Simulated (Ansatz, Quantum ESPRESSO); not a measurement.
# NaI (Fm-3m): third-order response, part 3 of 3

Which lines does NaI (Fm-3m) show in Raman and infrared spectra?

Quantum ESPRESSO 8.0 development, patched; DFT LDA, scalar-relativistic, plane waves, PseudoDojo norm-conserving pseudopotentials.

So far, mean static dielectric tensor (ions relaxed, fixed cell): step 6 (modes with the sum rule) 6.99. The relaxed cell has a = 6.263 Å (conventional setting).

**8. Sum rules set otherwise (asr crystal)**

The rule can be imposed in more than one way; the choices should agree where the raw error is small.

dynmat.in

```
&INPUT
  fildyn = 'g.dyn'
  asr    = 'crystal'
  fileig = 'dynmat.eig'
  lperm  = .true.
/
```

Launch:

```bash
$ dynmat.x -in dynmat.in > dynmat.out
```

The log of the run:

```text
[banner, memory and clock lines left out]
Program DYNMAT v.8.0dev

     Reading Dynamical Matrix from file g.dyn
     ...Force constants read
     ...epsilon and Z* read
     ...Raman cross sections read
     Acoustic Sum Rule: || Z*(ASR) - Z*(orig)|| =    1.083005E-02
     Acoustic Sum Rule: ||dyn(ASR) - dyn(orig)||=    2.318111E-04
     A direction for q was not specified:TO-LO splitting will be absent

     Polarizability (A^3 units)
     multiply by 0.530278 for Clausius-Mossotti correction (not under assume_isolated = 'mt')
        12.988331    0.000000    0.000000
         0.000000   12.988331   -0.000000
         0.000000   -0.000000   12.988331

     IR activities are in (D/A)^2/amu units

# mode   [cm-1]    [THz]      IR
    1     -0.00   -0.0000    0.0000
    2     -0.00   -0.0000    0.0000
    3     -0.00   -0.0000    0.0000
    4    130.29    3.9060    1.6276
    5    130.29    3.9060    1.6276
    6    130.29    3.9060    1.6276

Electronic dielectric permittivity tensor (relative, adimensional)
         3.657405    0.000000    0.000000
         0.000000    3.657405   -0.000000
         0.000000   -0.000000    3.657405

 ... with zone-center polar mode contributions
         6.986863    0.000000    0.000000
         0.000000    6.986863    0.000000
         0.000000    0.000000    6.986863
```

It took 0.6 s on 1 thread of AMD EPYC 9R45 (Zen 5), shared host.

Numbers from this step:

```yaml
highest_optical_zone_centre_mode_no_lo_to_term: 130.3 cm⁻¹
lowest_optical_zone_centre_mode: 130.3 cm⁻¹
mean_static_dielectric_constant: 6.987
```

Zone-centre frequencies as printed; negative means imaginary. Modes:

```
mode  frequency (cm⁻¹)
   1                 0
   2                 0
   3                 0
   4             130.3
   5             130.3
   6             130.3
```

Against the first rule no mode moves by more than 0.2 cm⁻¹.

**9. Modes along a direction of q (1 0 0)**

A longitudinal polar mode sets up a macroscopic field that stiffens it; the term hangs on the direction from which q goes to zero.

dynmat.in

```
&INPUT
  fildyn = 'g.dyn'
  asr    = 'simple'
  fileig = 'dynmat.eig'
  q(1)   = 1.0
  q(2)   = 0.0
  q(3)   = 0.0
/
```

Launch:

```bash
$ dynmat.x -in dynmat.in > dynmat.out
```

The log of the run:

```text
[banner, memory and clock lines left out]
Program DYNMAT v.8.0dev

     Reading Dynamical Matrix from file g.dyn
     ...Force constants read
     ...epsilon and Z* read
     ...Raman cross sections read

     Polarizability (A^3 units)
     multiply by 0.530278 for Clausius-Mossotti correction (not under assume_isolated = 'mt')
        12.988331    0.000000    0.000000
         0.000000   12.988331   -0.000000
         0.000000   -0.000000   12.988331

     IR activities are in (D/A)^2/amu units

# mode   [cm-1]    [THz]      IR
    1     -0.00   -0.0000    0.0000
    2     -0.00   -0.0000    0.0000
    3      0.00    0.0000    0.0000
    4    130.19    3.9030    1.6276
    5    130.19    3.9030    1.6276
    6    180.01    5.3965    1.6276
```

It took 0.61 s on 1 thread.

Numbers from this step:

| Quantity | Value |
| --- | --- |
| highest mode moved by the LO-TO term | 180.0 cm⁻¹ |

Zone-centre frequencies as printed; negative means imaginary. Modes:

```
mode  frequency (cm⁻¹)
   1                 0
   2                 0
   3                 0
   4             130.2
   5             130.2
   6               180
```

The field moves one mode, from 130 to 180 cm⁻¹; the others stay.

**10. Cross-check with Ansatz**

The same cell goes through another code at the same cutoff. The files are of one family, but Ansatz's library holds files of its own making for some heavy elements, so those for I may differ. Its k mesh is centred on Γ.

This step: DFT LDA, scalar-relativistic, plane waves, norm-conserving pseudopotentials of its library (PseudoDojo's, some remade) (Ansatz 0.2.0).

input.yaml

```yaml
crystal:
  lattice:
    - [-3.131543896, 0.0, 3.131543896]
    - [0.0, 3.131543896, 3.131543896]
    - [-3.131543896, 3.131543896, 0.0]
  atoms:
    - { symbol: Na, position: [0.0, 0.0, 0.0] }
    - { symbol: I, position: [0.5, 0.5, 0.5] }
kpoints:
  mp_grid: { grid: [6, 6, 6] }
hamiltonian:
  xc: lda
  pseudopotentials: { kind: nc, accuracy: standard }
scf:
  occupations: { method: fixed }
output:
  eigenvalues: true
basis:
  ecutwfc: 1197.301
phonons:
  method: dfpt
  dielectric: true
  rigid_motions: translations
  raman: true
```

Launch:

```bash
$ ansatz run input.yaml --threads 2 --pin off --max-ram 4096MiB --backend cpu --events-out ev --progress --plain --runs-dir out
```

The log of the run:

```text
Engine: ansatz 0.2.0, x86_64-unknown-linux-gnu
Pseudopotentials: kind: nc
Pseudopotential: Na, nc, valence charge 9, recommended cutoff 1197.300995 eV (normal), Na.nc.azcp (PseudoDojo's, or run here from an input of PseudoDojo's; its table is named by hamiltonian.pseudopotentials.accuracy)
Pseudopotential: I, nc, valence charge 7, recommended cutoff 952.398519 eV (normal), I.nc.azcp (PseudoDojo's, or run here from an input of PseudoDojo's; its table is named by hamiltonian.pseudopotentials.accuracy)
Functional definition: SPW92
  exchange = slater_x
  correlation = pw_c
Crystal: 2 atoms, lattice volume = 61.419 Å³
Basis set: ecut = 1197.301 eV, 5817 PW (Γ), exchange–correlation on 100×100×100 points (8 copies of the dense FFT grid, shifted against one another)
Bands: 12, of which v1, the nominal top of the filled ones, is band 8 counted from 1 (7 counted from 0)
Symmetry: 48 space group operations
k-points: 30 of 216 (irreducible under 8 space group operations, time reversal used)
Non-local potential: Na, projectors of the file, l = 0: 2, l = 1: 2
Non-local potential: I, projectors of the file, l = 0: 2, l = 1: 2, l = 2: 2, l = 3: 2
Initial density: superposition of atomic densities (chi_scale 0.1, normalization cell, long waves kept (reshape's long-wave potential 0.00 eV rms))
Initial wavefunctions: pseudopotential atomic-orbital guess
Functional: x = slater, c = lda
SCF iter   1: F=—  HF=-1598.624853 eV  |F-HF|=—  |Δ(HF+E_count)|=         —  Δρ=5.52e-2  dr2=1.26e0  ethr=3.10e-3  ⟨swp⟩=5.0  Hψ=1861  notcnv=0  defer=49
preconditioner: auto → none  [insulator: Δε(μ)=3.043 eV  Ē_g=10.394 eV  n_scr=14 (ndim 8)  ℏωp=13.4 eV  f_vac=0.000  ε∞_Penn≈2.7]
SCF iter   2: F=—  HF=-1597.973555 eV  |F-HF|=—  |Δ(HF+E_count)|=   6.51e-1  Δρ=1.02e-2  dr2=5.35e-2  ethr=3.10e-3  ⟨swp⟩=2.8  Hψ=955  notcnv=0  defer=56
SCF iter   3: F=—  HF=-1597.948443 eV  |F-HF|=—  |Δ(HF+E_count)|=   2.51e-2  Δρ=4.94e-3  dr2=5.45e-3  ethr=3.34e-4  ⟨swp⟩=2.2  Hψ=632  notcnv=0  defer=56
SCF iter   4: F=—  HF=-1597.946625 eV  |F-HF|=—  |Δ(HF+E_count)|=   1.82e-3  Δρ=3.93e-4  dr2=1.22e-4  ethr=3.40e-5  ⟨swp⟩=3.0  Hψ=644  notcnv=0  defer=56
SCF iter   5: F=—  HF=-1597.946611 eV  |F-HF|=—  |Δ(HF+E_count)|=   1.39e-5  Δρ=9.47e-5  dr2=2.87e-6  ethr=7.62e-7  ⟨swp⟩=2.0  Hψ=468  notcnv=0  defer=56
SCF iter   6: F=—  HF=-1597.946615 eV  |F-HF|=—  |Δ(HF+E_count)|=   4.12e-6  Δρ=1.60e-5  dr2=7.14e-8  ethr=1.79e-8  ⟨swp⟩=2.3  Hψ=580  notcnv=0  defer=41
SCF iter   7: F=—  HF=-1597.946584 eV  |F-HF|=—  |Δ(HF+E_count)|=   3.08e-5  Δρ=2.06e-6  dr2=7.61e-10  ethr=4.46e-10  ⟨swp⟩=2.0  Hψ=463  notcnv=0  defer=2
SCF iter   8: F=-1597.946584 eV  HF=-1597.946584 eV  |F-HF|=1.39e-11  |Δ(HF+E_count)|=  1.93e-10  Δρ=1.84e-7  dr2=2.05e-11  ethr=1.00e-12  ⟨swp⟩=9.1  Hψ=2426  notcnv=0
SCF 1 converged in 8 iterations: F = -1597.946584 eV  dr2 = 2.05e-11
NSCF: frozen V_eff on 3 k-points
DFPT response loops at Γ: preconditioner auto → none (the input reference at scf.mixing.eps_inf says where Resta's filter doesn't serve); β = 0.50; Broyden in place of MSR1
── the response to a field inside a basis, on 8×8×8 k-points: an SCF that follows is theirs, and a resumed run solves both again ──
Bands: 9, of which v1, the nominal top of the filled ones, is band 8 counted from 1 (7 counted from 0)
k-points: 60
Initial density: handed on by an earlier stage of this run
Initial wavefunctions: pseudopotential atomic-orbital guess (no wavefunctions were taken with the density)
Eigensolver: Dense (60 Hₖ)
SCF iter   1: F=—  HF=-1597.944736 eV  |F-HF|=—  |Δ(HF+E_count)|=         —  Δρ=7.55e-5  dr2=6.26e-7  ethr=1.00e-1
preconditioner: auto → none  [insulator: Δε(μ)=3.722 eV  Ē_g=9.045 eV  n_scr=14 (ndim 8)  ℏωp=13.4 eV  f_vac=0.000  ε∞_Penn≈3.2]
SCF iter   2: F=—  HF=-1597.944737 eV  |F-HF|=—  |Δ(HF+E_count)|=   4.86e-7  Δρ=3.66e-5  dr2=9.32e-8  ethr=3.91e-9
SCF iter   3: F=—  HF=-1597.944737 eV  |F-HF|=—  |Δ(HF+E_count)|=   1.94e-7  Δρ=8.35e-6  dr2=5.57e-9  ethr=5.83e-10
SCF iter   4: F=-1597.944737 eV  HF=-1597.944737 eV  |F-HF|=4.32e-12  |Δ(HF+E_count)|=   1.12e-8  Δρ=3.00e-7  dr2=1.17e-11  ethr=3.48e-11
SCF 1 converged in 4 iterations: F = -1597.944737 eV  dr2 = 1.17e-11
DFPT response loops at Γ: mixed as the last ones told, above
DFPT response loops at Γ: mixed as the last ones told, above
SCF converged after 8 iterations
Free energy (F): -1597.946584 eV
Harris-Foulkes:  -1597.946584 eV  (|F-HF|=1.39e-11)
Internal energy: -1597.946584 eV  (E = F + TS)
E sigma→0 (E₀):  -1597.946584 eV
Fermi energy:    2.373175 eV
--- Per-component energies (eV) ---
  E_band       = -224.707704
  E_kinetic    = 842.148741
  E_local      = -1523.991034  (includes V_loc(G=0)·N_el)
  E_nonlocal   = -348.865018
  E_hartree    = 566.497561
  E_xc         = -290.717104
  E_vxc        = -326.995548  (∫ρ·V_xc dr)
  E_ewald      = -843.019730
  E_smearing   = -0.000000  (= −TS)
  E_closure    = -0.000000  (closes the sum)
  Σ components = -1597.946584   (vs F -1597.946584, Δ=0.00e0)
--- Band table (eV; the first three rows and the last of 30) ---
  k-point 0: bands = [... 4 lower, -9.0334, 2.3732, 2.3732, 2.3732, 5.9840, 10.2175, 10.2175, 10.2175]
  k-point 1: bands = [... 4 lower, -8.9364, 1.4764, 2.2781, 2.2781, 6.8754, 9.7319, 10.4475, 10.4475]
  k-point 2: bands = [... 4 lower, -8.7278, 0.2536, 2.1028, 2.1028, 7.3496, 10.0372, 10.0372, 10.6690]
  k-point 29: bands = [... 4 lower, -8.5165, 0.0787, 1.4678, 1.4678, 6.7101, 7.5854, 12.6369, 13.9887]
--- Phonons (Γ-DFPT): 2 representative perturbations + reference, on 30 of 216 k-points (Σ response iterations 6) ---
  k mesh reduced under 8 symmetry operations, with k and −k counted as one. Each operation leaves every solved perturbation unchanged. A smaller set is not considered because the run solves the response to a homogeneous field
  ASR residual: 1.435e-4 → 0.000e0 eV/Å²; symmetrization residual: 7.328e-7 eV/Å²
  ASR residual per site (eV/Å²): 1.28e-4 1.44e-4
  Γ frequencies (cm⁻¹): 0.00 0.00 0.00 130.20 130.20 130.20
  ε∞ (high-frequency dielectric tensor):
        3.635394     0.000000     0.000000
        0.000000     3.635394     0.000000
        0.000000     0.000000     3.635394
  ε⁰ (static dielectric tensor: ions relaxed, cell fixed):
        6.942706    -0.000000    -0.000000
       -0.000000     6.942706     0.000000
       -0.000000     0.000000     6.942706
  ε⁰ − ε∞ (ionic part):
        3.307313    -0.000000    -0.000000
       -0.000000     3.307313     0.000000
       -0.000000     0.000000     3.307313
  softest optical mode at Γ: 130.20 cm⁻¹; the repairs (sum rule, projections) moved no ω² at Γ by more than (1.25 cm⁻¹)²
  Born effective charges Z* (e; rows j = field, columns β = displacement):
    site 0:
         1.16711   -0.00000   -0.00000
        -0.00000    1.16711    0.00000
        -0.00000    0.00000    1.16711
    site 1:
        -1.16711    0.00000    0.00000
         0.00000   -1.16711   -0.00000
         0.00000   -0.00000   -1.16711
  Z* charge neutrality: 1.234e-4 e pre-enforcement
  solved inside a basis spanned on kpoints, on 8×8×8 k-points transformed towards the longest dipole: ε∞ is read to err by 8.1e-3, Z* by 9.7e-3 e (field_mesh: kpoints solves on kpoints); Z* is corrected for what the basis lacks
  Raman tensors (in the event stream and the table raman_tensors.tsv): an entry may err by 8.3e-4 Å², one of the second-order susceptibility by 8.2e-20 pm/V (basis, points and sum rule); their sum over the sites missed zero by 1.052e-20 Å² ahead of its enforcement
  optical modes at Γ without the LO–TO term, one row a degenerate level:
      ω (cm⁻¹)  modes    IR ((D/Å)²/amu)  static Raman (Å⁴/amu)  depolarisation
        130.20      3             4.8438                 0.0000               —
  optical modes at Γ + LO–TO along q̂ = [1.0000, 0.0000, 0.0000]:
      ω (cm⁻¹)  modes    IR ((D/Å)²/amu)  static Raman (Å⁴/amu)  depolarisation
        130.20      2             3.2292                 0.0000               —
        179.93      1             1.6146                 0.0000               —
  optical modes at Γ + LO–TO along q̂ = [0.0000, 1.0000, 0.0000]:
      ω (cm⁻¹)  modes    IR ((D/Å)²/amu)  static Raman (Å⁴/amu)  depolarisation
        130.20      2             3.2292                 0.0000               —
        179.93      1             1.6146                 0.0000               —
  optical modes at Γ + LO–TO along q̂ = [0.0000, 0.0000, 1.0000]:
      ω (cm⁻¹)  modes    IR ((D/Å)²/amu)  static Raman (Å⁴/amu)  depolarisation
        130.20      2             3.2292                 0.0000               —
        179.93      1             1.6146                 0.0000               —
```

It took 61 s on 2 threads; peak memory 1.1 GiB.

This step gave:

```
sum-rule residual before enforcement             : 1.44e-4 eV/Å²
miss of the charge sum rule                      : 1.23e-4 e
estimated error of the dielectric tensor         : 0.008084
estimated error of the Born charges              : 0.009714 e
highest optical zone-centre mode (no LO-TO term) : 130.2 cm⁻¹
lowest optical zone-centre mode                  : 130.2 cm⁻¹
mean high-frequency dielectric constant          : 3.635
largest Born charge in size (third of the trace) : 1.167 e
mean static dielectric constant                  : 6.943
highest mode moved by the LO-TO term             : 179.9 cm⁻¹
```

Transverse modes. Lines of the infrared spectrum (strongest = 100):

```
position (cm⁻¹)  label  IR intensity ((D/Å)²/amu), degenerate modes summed, relative
            130    T1u                                                           100
```

**11. The two compared: QE PseudoDojo and Ansatz, library NC**

Worked out from the results:

```yaml
root_mean_square_difference: 0.01 cm⁻¹
largest_difference: 0.01 cm⁻¹
```

Frequencies side by side, by row:

```
q (reciprocal lattice)  mode  QE PseudoDojo (cm⁻¹)  Ansatz, library NC (cm⁻¹)
                 0 0 0     1                     0                          0
                 0 0 0     2                     0                          0
                 0 0 0     3                     0                          0
                 0 0 0     4                 130.2                      130.2
                 0 0 0     5                 130.2                      130.2
                 0 0 0     6                 130.2                      130.2
```

The two runs side by side. Further quantities:

```
                                                                               quantity  QE PseudoDojo  Ansatz, library NC
                                                                                mean ε∞          3.657               3.635
largest Born charge in size (e; the first before, the second after the charge sum rule)          1.176               1.167
                                                       summed IR intensity ((D/Å)²/amu)          4.883               4.844
```

At the zone centre the largest difference (acoustic modes at Γ apart) is 0.008 % of the highest mode.

**12. Summary of results**

```yaml
space_group_after_relaxation: Fm-3m
volume_per_atom: 30.7 Å³
gap_on_the_k_mesh: 3.61 eV
highest_optical_zone_centre_mode_no_lo_to_term: 130.2 cm⁻¹
highest_mode_moved_by_the_lo_to_term: 180.0 cm⁻¹
mean_high_frequency_dielectric_constant: 3.66
largest_born_charge_in_size_third_of_the_trace: 1.18 e
mean_static_dielectric_constant: 6.99
imaginary_optical_modes_at_the_zone_centre_no_q_mesh_in_this_session: none
largest_difference_from_ansatz_library_nc: 0.01 cm⁻¹
```

No mode is Raman active in this structure; the strongest infrared line lies at 130 cm⁻¹. At the LDA level the optical modes of NaI (Fm-3m) at the zone centre (no LO-TO term) lie at 130 cm⁻¹. Along the directions run, the highest mode that the macroscopic field moves lies at 180 cm⁻¹. Lattice motion raises the mean dielectric constant from 3.657 to 6.992. The Born charge of I is -1.176 e against a formal charge of -1, somewhat above it. The Lyddane-Sachs-Teller relation holds: (ωLO/ωTO)² is 1.91 and ε₀/ε∞ is 1.91. QE PseudoDojo and Ansatz, library NC agree to 0.01 cm⁻¹ (0.008 % of the highest mode compared) on all solved modes but the acoustic ones at Γ, without the LO-TO term. These are harmonic frequencies at zero temperature: anharmonic shifts and linewidths and thermal expansion are left out. Spin-orbit coupling is left out, which can matter for the heavy elements here. The build is a development version in which the Raman tensors of release 7.5 are mended; dynmat.x leaves out the electro-optic term of LO lines.

[Host names and launcher messages were left out of these logs when they were recorded.]

[Logs are printed without paths, hosts, clocks, repeated set-up lines and the standing remarks that a program may print on its own settings, such as how far it seeks lower states.]

[Hosts, paths, dates, database ids (printed as entryN), source tags and the programs' standing remarks are cut or masked in the printed files.]
